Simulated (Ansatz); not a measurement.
# Moving the knobs of a GW run on GaCuSe2 (I-42d)

A base run on GaCuSe2 (I-42d), then changed inputs.

Main program and level: Ansatz 0.2.0; G0W0 on PBE, plane waves, PAW; PAW set soft_1.

In doubt: one-shot GW on d or f shells is unsure, so the values of those runs are not to be relied on.

### 1. Set-up

Symmetry: I-42d, No. 122, tetragonal system. The conventional cell has a = 5.619 Å, b = 5.619 Å, c = 11.026 Å, α = 90.00°, β = 90.00°, γ = 90.00°. Nearest to Ga lie 4 Se at 2.42 Å. Cu has 4 Se at 2.42 Å nearest. Nearest to Se lie 2 Ga at 2.42 Å and 2 Cu at 2.42 Å. Farther neighbours and most contacts between anions are not listed.

As a file:

```cif
data_structure
_symmetry_space_group_name_H-M 'P 1'
_symmetry_Int_Tables_number 1
_cell_length_a 6.7956
_cell_length_b 6.7956
_cell_length_c 6.7956
_cell_angle_alpha 131.158
_cell_angle_beta 131.158
_cell_angle_gamma 71.562
_cell_volume 174.07
loop_
_atom_site_label
_atom_site_type_symbol
_atom_site_fract_x
_atom_site_fract_y
_atom_site_fract_z
_atom_site_occupancy
Ga1 Ga 0.50000 0.50000 0.00000 1
Ga2 Ga 0.25000 0.75000 0.50000 1
Cu3 Cu 0.00000 0.00000 0.00000 1
Cu4 Cu 0.75000 0.25000 0.50000 1
Se5 Se 0.37500 0.37562 0.50062 1
Se6 Se 0.62438 0.12500 0.99938 1
Se7 Se 0.87500 0.87438 0.49938 1
Se8 Se 0.12562 0.62500 0.00062 1
```

The cell and positions come from the Crystallography Open Database and are kept as given unless a step says otherwise.

### 2. The base run: 4×4×4 mesh, 443 empty bands, screening to 108 eV, PAW set soft_1 files

G0W0 replaces the xc potential by the self-energy, built once from these orbitals. Only a window of levels is corrected, while the sums run over the empty bands that the input names. This step takes PAW set soft_1 files.

Contents of input.yaml:

```yaml
crystal:
  lattice:
    - [-2.80955, 2.80955, 5.513]
    - [2.80955, -2.80955, 5.513]
    - [2.80955, 2.80955, -5.513]
  atoms:
    - { symbol: Ga, position: [0.5, 0.5, 0.0] }
    - { symbol: Ga, position: [0.25, 0.75, 0.5] }
    - { symbol: Cu, position: [0.0, 0.0, 0.0] }
    - { symbol: Cu, position: [0.75, 0.25, 0.5] }
    - { symbol: Se, position: [0.375, 0.37562, 0.50062] }
    - { symbol: Se, position: [0.62438, 0.125, 0.99938] }
    - { symbol: Se, position: [0.875, 0.87438, 0.49938] }
    - { symbol: Se, position: [0.12562, 0.625, 0.00062] }
kpoints:
  mp_grid: { grid: [4, 4, 4] }
hamiltonian:
  xc: pbe
  pseudopotentials: { kind: paw, azcp: { folder: soft_1 } }
scf:
  occupations: { method: fixed }
gw:
  n_empty_bands: 443
  ecut_chi: 108
  qp_bands: [v2, c2]
  qp_kpoints: band_edges
  screening: { model: contour_deformation }
```

Run with:

```console
ansatz run input.yaml --threads 3 --pin off --max-ram 92160MiB --backend cuda --events-out ev --progress --plain --runs-dir out --devices 1 --max-vram 13GiB
```

Numbers of over 12 decimals in the logs are rounded to 6 here.

The program printed:

```text
GPUs: using 1 of 1 available (devices: 1).
Engine: ansatz 0.2.0, x86_64-unknown-linux-gnu
Pseudopotentials: kind: paw
Pseudopotential: Ga, paw, valence charge 13, recommended cutoff 420 eV (normal), soft_1/Ga.paw.azcp
Pseudopotential: Cu, paw, valence charge 19, recommended cutoff 420 eV (normal), soft_1/Cu.paw.azcp
Pseudopotential: Se, paw, valence charge 16, recommended cutoff 420 eV (normal), soft_1/Se.paw.azcp
Functional definition: PBE
  parameter kappa = 0.804
  parameter beta = 0.066725
  exchange = pbe_x(kappa = kappa, mu = beta*pi^2/3)
  correlation = pbe_c(beta = beta)
device memory: the entry about to start is reckoned to put 4.3 GiB on a device that reports 31.4 GiB free (of which the cap on the GPU budget leaves the run 13.0 GiB)
GPU FFT provider: cuFFT
GPU libraries: cuBLAS 13.8.2, cuFFT 12.4.0, cuSOLVER 12.3.4
Crystal: 8 atoms, lattice volume = 174.069 Å³
Basis set: ecut = 420 eV, 3451 PW (Γ)
Bands: 77, of which v1, the nominal top of the filled ones, is band 64 counted from 1 (63 counted from 0)
Symmetry: 8 space group operations
Space group: I-42d (ITA 122), of the structure as read, at distance tolerance 5.6e-5 Å
k-points: 13 of 64 (time reversal used)
Non-local potential: Ga, projectors of the file, l = 0: 2, l = 1: 2, l = 2: 3, l = 3: 1
Non-local potential: Cu, projectors of the file, l = 0: 3, l = 1: 2, l = 2: 3, l = 3: 1
Non-local potential: Se, projectors of the file, l = 0: 2, l = 1: 2, l = 2: 3, l = 3: 1
PAW form: soft (Blöchl's): semilocal exchange-correlation on the pseudo side does not see the compensation charge
PAW one-centre angular grid: Ga, 590 points (default); XC on 64 Gauss nodes
PAW one-centre angular grid: Cu, 590 points (default); XC on 64 Gauss nodes
PAW one-centre angular grid: Se, 590 points (default); XC on 64 Gauss nodes
Initial density: superposition of atomic densities (chi_scale 0.1, normalization cell, long waves kept (reshape's long-wave potential 0.00 eV rms))
Initial wavefunctions: pseudopotential atomic-orbital guess
GPU buffer pool allocated for 110592 grid points (all kernels)
GPU transforms: local potential and band sums: pruned to the plane-wave sphere, on 45×45×45
Functional: x = pbe(κ = 0.804, μ = 0.219515), c = pbe(β = 0.066725)
SCF iter   1: F=—  HF=-42697.620019 eV  |F-HF|=—  |Δ(HF+E_count)|=         —  Δρ=5.71e-2  dr2=4.13e0  ethr=3.10e-3  ⟨swp⟩=4.5  Hψ=2816  notcnv=0  defer=131
preconditioner: auto → Resta (q_TF=auto, 2.592 Å⁻¹)  ε∞=4.4  [insulator: Δε(μ)=0.558 eV  Ē_g=12.923 eV  n_scr=60 (ndim 8)  ℏωp=23.9 eV  f_vac=0.054  ε∞_Penn≈4.4]
SCF iter   2: F=—  HF=-42696.890323 eV  |F-HF|=—  |Δ(HF+E_count)|=   7.30e-1  Δρ=4.55e-2  dr2=1.93e0  ethr=3.10e-3  ⟨swp⟩=2.5  Hψ=1710  notcnv=0  defer=102
[...]
E_xc         = -603.508695
  E_vxc        = -649.684831  (∫ρ·V_xc dr)
  E_paw        = -16145.337737  (= ΣΔE_a)
  E_vpaw       = -3070.296283  (= ΣTr[D̂ρ^β])
  E_aug_tail   = 0.000064  (compensation charges beyond the density's cutoff)
  E_ewald      = -14336.105182
  E_smearing   = -0.000000  (= −TS)
  E_closure    = -0.000000  (closes the sum)
  Σ components = -42696.497043   (vs F -42696.497043, Δ=0.00e0)
--- Band table (eV; the first three rows and the last of 13) ---
  k-point 0: bands = [... 60 lower, 7.0124, 8.4122, 8.4122, 8.5406, 8.7722, 10.4455, 10.8138, 12.5284, ... 9 higher]
  k-point 1: bands = [... 60 lower, 7.2481, 7.3059, 7.9141, 8.2571, 10.2364, 10.7663, 11.7446, 12.1273, ... 9 higher]
  k-point 2: bands = [... 60 lower, 7.7229, 7.7229, 8.0399, 8.0399, 9.7272, 9.7272, 11.8613, 11.8613, ... 9 higher]
  k-point 12: bands = [... 60 lower, 7.3137, 7.3137, 7.6311, 7.6311, 10.4165, 10.4165, 10.5009, 10.5009, ... 9 higher]
--- G₀W₀: contour deformation, 9 samples at zero and on the imaginary axis and 2 off it, 64 q-points, 443 empty bands' worth ---
  eigenvalues of the whole cell's RPA ε∞ on this k-mesh (on a slab, of 1 + 4πα/V) = 45.6917, 45.6917, 136.0885; static W/v taken at q = 0 is 0.015305
  bands read: the sum over 507 bands ends inside a degenerate multiplet in 4 slots, whose members it reads at an even weight; the widest, k=2: bands 507 to 508 (counted from 1) at 1/2 each
  gw.qp_kpoints: band_edges: 8 of 13 stored k-points solved, in 1 pass; an edge of the gap read off the rows below is read off those points alone
    valence top: of the k-points left out ik 8 came nearest to being solved in a further pass, in band 63 (counted from 1, as in the quasiparticle table): it holds the edge there only if its correction is more favourable than any solved in that band by at least 0.516 eV; those differ by 0.032 eV
    conduction bottom: of the k-points left out ik 7 came nearest to being solved in a further pass, in band 66 (counted from 1, as in the quasiparticle table): it holds the edge there only if its correction is more favourable than any solved in that band by at least 1.131 eV; those differ by 0.262 eV
    ik  band        ε_KS         Σx   Σc(E_QP)       V_xc       Z   E_QP_lin       E_QP  E_QP is
     0    63      8.4122   -31.2546     4.5380   -26.4129  0.6674     8.0935     8.1085  root
     0    64      8.5406   -31.6903     4.6385   -26.7508  0.6664     8.2249     8.2396  root
     0    65      8.7722   -11.1930    -3.4597   -14.8921  0.7271     9.0201     9.0116  root
     0    66     10.4455    -9.6136    -3.3170   -12.9033  0.7259    10.4184    10.4182  root
     1    63      7.9141   -33.9367     5.7706   -27.8557  0.6429     7.5873     7.6037  root
     1    64      8.2571   -31.5614     4.7956   -26.4489  0.6627     7.9232     7.9401  root
     1    65     10.2364   -12.5252    -3.4684   -16.2324  0.7114    10.4837    10.4751  root
     1    66     10.7663   -11.7510    -3.5081   -15.4295  0.7127    10.9407    10.9367  root
[...]
12    63      7.6311   -35.1890     6.2444   -28.6278  0.6343     7.2968     7.3143  root
    12    64      7.6311   -35.1890     6.2444   -28.6278  0.6343     7.2968     7.3143  root
    12    65     10.4165   -13.6609    -3.1007   -16.9469  0.7095    10.6065    10.6018  root
    12    66     10.4165   -13.6609    -3.1007   -16.9469  0.7095    10.6065    10.6018  root
[key lines of the parts left out:]
SCF converged after 11 iterations
Free energy (F): -42696.497043 eV
Fermi energy:    8.540614 eV
```

The job ended after 51 s (1 × NVIDIA H100 80GB HBM3 (shared by 6 runs) with 3 threads of AMD EPYC 7R13 (Zen 3), shared host; peak memory 2.2 GiB; 74 s of CPU time).

Numbers from this step:

| Item | Value |
| --- | --- |
| bands summed | 507 |
| RPA ε∞ on this mesh (eigenvalues) | 45.69, 45.69, 136.1 |
| plane waves in the screening matrix | 445 |
| q-points in the mesh | 64 |
| G0W0 gap on the mesh | 0.7720 eV |
| k of the valence top | 0, 0, 0 |
| k of the conduction bottom | 0, 0, 0 |
| starting gap on the mesh | 0.2316 eV |
| Z at the valence top | 0.6664 |
| Z at the conduction bottom | 0.7271 |
| least direct G0W0 gap on the computed points | 0.7720 eV |

The gap on the mesh goes from 0.23 eV to 0.77 eV, a correction of +0.54 eV. Between the two edge states, bare exchange in place of the xc potential would open the gap by 8.64 eV, and correlation takes back 8.10 eV.

### 3. Variant: guard bands

Changes to input.yaml since step 2:

```diff
@@ -22,4 +22,4 @@
 gw:
-  n_empty_bands: 443
-  ecut_chi: 108
+  n_empty_bands: 282
+  ecut_chi: 80
   qp_bands: [v2, c2]
@@ -27 +27,2 @@
   screening: { model: contour_deformation }
+  n_guard_bands: 0
```

The program printed:

```text
GPUs: using 1 of 1 available (devices: 1).
[...]
GPU FFT provider: cuFFT
GPU libraries: cuBLAS 13.8.2, cuFFT 12.4.0, cuSOLVER 12.3.4
Crystal: 8 atoms, lattice volume = 174.069 Å³
Basis set: ecut = 420 eV, 3451 PW (Γ)
Bands: 77, of which v1, the nominal top of the filled ones, is band 64 counted from 1 (63 counted from 0)
[... 1 set-up line as in the run before ...]
[...]
k-points: 13 of 64 (time reversal used)
[...]
GPU buffer pool allocated for 110592 grid points (all kernels)
[...]
SCF iter   1: F=—  HF=-42697.620019 eV  |F-HF|=—  |Δ(HF+E_count)|=         —  Δρ=5.71e-2  dr2=4.13e0  ethr=3.10e-3  ⟨swp⟩=4.5  Hψ=2816  notcnv=0  defer=131
[...]
SCF iter  11: F=-42696.497043 eV  HF=-42696.497043 eV  |F-HF|=3.20e-9  |Δ(HF+E_count)|=   2.46e-7  Δρ=2.39e-6  dr2=7.70e-9  ethr=7.81e-11  ⟨swp⟩=9.2  Hψ=4028  notcnv=0
SCF 1 converged in 11 iterations: F = -42696.497043 eV  dr2 = 7.70e-9
[...]
NSCF: frozen V_eff on 13 k-points
[...]
G₀W₀ screening: q 1/13
[... further progress lines ...]
[...]
SCF converged after 11 iterations
Free energy (F): -42696.497043 eV
[...]
Internal energy: -42696.497043 eV  (E = F + TS)
E sigma→0 (E₀):  -42696.497043 eV
Fermi energy:    8.540614 eV
[...]
--- Band table (eV; the first three rows and the last of 13) ---
  k-point 0: bands = [... 60 lower, 7.0124, 8.4122, 8.4122, 8.5406, 8.7722, 10.4455, 10.8138, 12.5284, ... 9 higher]
  k-point 1: bands = [... 60 lower, 7.2481, 7.3059, 7.9141, 8.2571, 10.2364, 10.7663, 11.7446, 12.1273, ... 9 higher]
  k-point 2: bands = [... 60 lower, 7.7229, 7.7229, 8.0399, 8.0399, 9.7272, 9.7272, 11.8613, 11.8613, ... 9 higher]
  k-point 12: bands = [... 60 lower, 7.3137, 7.3137, 7.6311, 7.6311, 10.4165, 10.4165, 10.5009, 10.5009, ... 9 higher]
[...]
0    63      8.4122   -31.2546     4.5502   -26.4129  0.6687     8.1075     8.1207  root
     0    64      8.5406   -31.6903     4.6480   -26.7508  0.6678     8.2359     8.2491  root
     0    65      8.7722   -11.1930    -3.3407   -14.8921  0.7275     9.1539     9.1306  root
     0    66     10.4455    -9.6136    -3.2747   -12.9033  0.7260    10.4605    10.4605  root
     1    63      7.9141   -33.9367     5.7472   -27.8557  0.6440     7.5610     7.5803  root
     1    64      8.2571   -31.5614     4.8024   -26.4489  0.6641     7.9313     7.9470  root
     1    65     10.2364   -12.5252    -3.3502   -16.2324  0.7121    10.6167    10.5933  root
     1    66     10.7663   -11.7510    -3.4268   -15.4295  0.7133    11.0275    11.0180  root
[...]
12    63      7.6311   -35.1890     6.2170   -28.6278  0.6355     7.2658     7.2870  root
    12    64      7.6311   -35.1890     6.2170   -28.6278  0.6355     7.2658     7.2870  root
    12    65     10.4165   -13.6609    -3.0241   -16.9469  0.7103    10.6886    10.6784  root
    12    66     10.4165   -13.6609    -3.0241   -16.9469  0.7103    10.6886    10.6784  root
```

The job ended after 50 s (1 × NVIDIA H100 80GB HBM3 (shared by 6 runs) with 3 threads; peak memory 1.6 GiB; 79 s of CPU time).

The G0W0 gap on the mesh is 0.882 eV.

Against the base:

| setting | base | variant |
| --- | --- | --- |
| empty bands | 443 | 282 |
| screening cutoff (eV) | 108 | 80 |
| n guard bands | - | 0 |

| quantity | variant | base |
| --- | --- | --- |
| starting gap on the mesh | 0.232 | 0.232 |
| G0W0 gap on the mesh | 0.882 | 0.772 |
| least direct G0W0 gap on the computed points | 0.882 | 0.772 |
| Z at the valence top | 0.668 | 0.666 |
| Z at the conduction bottom | 0.727 | 0.727 |

### 4. Variant: low screening cutoff

Changes to input.yaml since step 3:

```diff
@@ -22,4 +22,4 @@
 gw:
-  n_empty_bands: 282
-  ecut_chi: 80
+  n_empty_bands: 519
+  ecut_chi: 55
   qp_bands: [v2, c2]
@@ -27,2 +27 @@
   screening: { model: contour_deformation }
-  n_guard_bands: 0
```

The program printed:

```text
GPUs: using 1 of 1 available (devices: 1).
[...]
GPU FFT provider: cuFFT
GPU libraries: cuBLAS 13.8.2, cuFFT 12.4.0, cuSOLVER 12.3.4
Crystal: 8 atoms, lattice volume = 174.069 Å³
Basis set: ecut = 420 eV, 3451 PW (Γ)
Bands: 77, of which v1, the nominal top of the filled ones, is band 64 counted from 1 (63 counted from 0)
[... 1 set-up line as in the run before ...]
[...]
k-points: 13 of 64 (time reversal used)
[...]
GPU buffer pool allocated for 110592 grid points (all kernels)
[...]
SCF iter   1: F=—  HF=-42697.620019 eV  |F-HF|=—  |Δ(HF+E_count)|=         —  Δρ=5.71e-2  dr2=4.13e0  ethr=3.10e-3  ⟨swp⟩=4.5  Hψ=2816  notcnv=0  defer=131
[...]
SCF iter  11: F=-42696.497043 eV  HF=-42696.497043 eV  |F-HF|=3.20e-9  |Δ(HF+E_count)|=   2.46e-7  Δρ=2.39e-6  dr2=7.70e-9  ethr=7.81e-11  ⟨swp⟩=9.2  Hψ=4028  notcnv=0
SCF 1 converged in 11 iterations: F = -42696.497043 eV  dr2 = 7.70e-9
[...]
G₀W₀ screening: q 1/13
[... further progress lines ...]
[...]
SCF converged after 11 iterations
Free energy (F): -42696.497043 eV
[...]
Internal energy: -42696.497043 eV  (E = F + TS)
E sigma→0 (E₀):  -42696.497043 eV
Fermi energy:    8.540614 eV
[...]
--- Band table (eV; the first three rows and the last of 13) ---
  k-point 0: bands = [... 60 lower, 7.0124, 8.4122, 8.4122, 8.5406, 8.7722, 10.4455, 10.8138, 12.5284, ... 9 higher]
  k-point 1: bands = [... 60 lower, 7.2481, 7.3059, 7.9141, 8.2571, 10.2364, 10.7663, 11.7446, 12.1273, ... 9 higher]
[...]
1    65     10.2364   -12.5252    -3.3790   -16.2324  0.7148    10.5837    10.5645  root
     1    66     10.7663   -11.7510    -3.4923   -15.4295  0.7158    10.9574    10.9525  root
     2    63      8.0399   -32.9894     5.2692   -27.2276  0.6586     7.4813     7.5474  root ?
     2    64      8.0399   -32.9894     5.2692   -27.2276  0.6586     7.4813     7.5474  root ?
     2    65      9.7272   -11.7101    -3.3926   -15.3824  0.7228    10.0192    10.0069  root
     2    66      9.7272   -11.7101    -3.3926   -15.3824  0.7228    10.0192    10.0069  root
     3    63      7.9288   -32.3158     5.0169   -26.8281  0.6592     7.4015     7.4580  root ?
     3    64      8.3001   -31.9960     4.7719   -26.7632  0.6669     7.7869     7.8392  root ?
[...]
6    63      8.0764   -32.7330     5.0679   -27.1890  0.6616     7.5415     7.6002  root ?
     6    64      8.1240   -32.5814     5.0452   -27.0618  0.6614     7.5916     7.6495  root ?
[...]
9    63      7.4935   -35.7193     6.2002   -29.0052  0.6344     6.9026     6.9796  root ?
     9    64      8.1047   -32.2907     4.9561   -26.8636  0.6625     7.5773     7.6337  root ?
[...]
11    63      7.6544   -34.6201     5.8116   -28.3067  0.6424     7.0819     7.1526  root ?
    11    64      7.6544   -34.6201     5.8116   -28.3067  0.6424     7.0819     7.1526  root ?
    11    65     10.4594   -12.3225    -3.4745   -16.1021  0.7149    10.7801    10.7644  root
    11    66     10.4594   -12.3225    -3.4745   -16.1021  0.7149    10.7801    10.7644  root
    12    63      7.6311   -35.1890     6.0433   -28.6278  0.6410     7.0338     7.1131  root ?
    12    64      7.6311   -35.1890     6.0433   -28.6278  0.6410     7.0338     7.1131  root ?
    12    65     10.4165   -13.6609    -3.0983   -16.9469  0.7132    10.6090    10.6041  root
    12    66     10.4165   -13.6609    -3.0983   -16.9469  0.7132    10.6090    10.6041  root
```

Wall time 40 s (1 × NVIDIA H100 80GB HBM3 (shared by 6 runs) with 3 threads); peak memory 1.9 GiB; 52 s of CPU time.

Against the base:

| setting | base | variant |
| --- | --- | --- |
| empty bands | 443 | 519 |
| screening cutoff (eV) | 108 | 55 |

| quantity | variant | base |
| --- | --- | --- |
| starting gap on the mesh | 0.232 | 0.232 |
| G0W0 gap on the mesh | 0.997 | 0.772 |
| least direct G0W0 gap on the computed points | 0.997 | 0.772 |
| Z at the valence top | 0.673 | 0.666 |
| Z at the conduction bottom | 0.730 | 0.727 |

### 5. Results

```json
{
  "base": "0.77 eV, 51 s",
  "guard bands": "0.88 eV, 50 s",
  "low screening cutoff": "1.00 eV, 40 s"
}
```

In words: Guard bands: the gap moves by +0.11 eV. The variant differs from the base in empty bands, screening cutoff and n guard bands together, so the change can't be laid to one of them. Low screening cutoff: the gap moves by +0.23 eV; such settings are too crude to quote. The variant differs from the base in empty bands and screening cutoff together, so the change can't be laid to one of them. All runs here use a coarse mesh and modest cutoffs; they test settings and are not final values. The 4×4×4 mesh is coarse for this cell (its supercell is 27 Å along the shortest edge). The RPA ε∞ on it, from the PBE start, is 45.69 and 136.09; such meshes misread the long-range screening, most where the gap is narrow. The RPA ε∞ on this mesh reaches over 25; with a narrow direct gap a coarse mesh can overstate it, and the correction is then too small. A d shell, filled or nearly so, lies near the gap. One-shot GW converges very slowly in bands there, not always from below, and on a semilocal start the gap tends to come out low; starts rich in exact exchange can overshoot instead. The many-body steps are scalar-relativistic: spin-orbit coupling is not in them.

[Paths, hosts, dates, memory and timing lines, banners, echoed tables and standing remarks are left out of the program output.]

[Logs are printed without paths, hosts, clocks, repeated set-up lines and the standing remarks that a program may print on its own settings, such as how far it seeks lower states.]

[Runs of the session that timed out or met a known fault of the program may be left out.]

[Cells called generated may have been cut or substituted from an entry of the Crystallography Open Database or the Materials Project.]

[Hosts, paths, dates, database ids (printed as entryN), source tags and the programs' standing remarks are cut or masked in the printed files.]
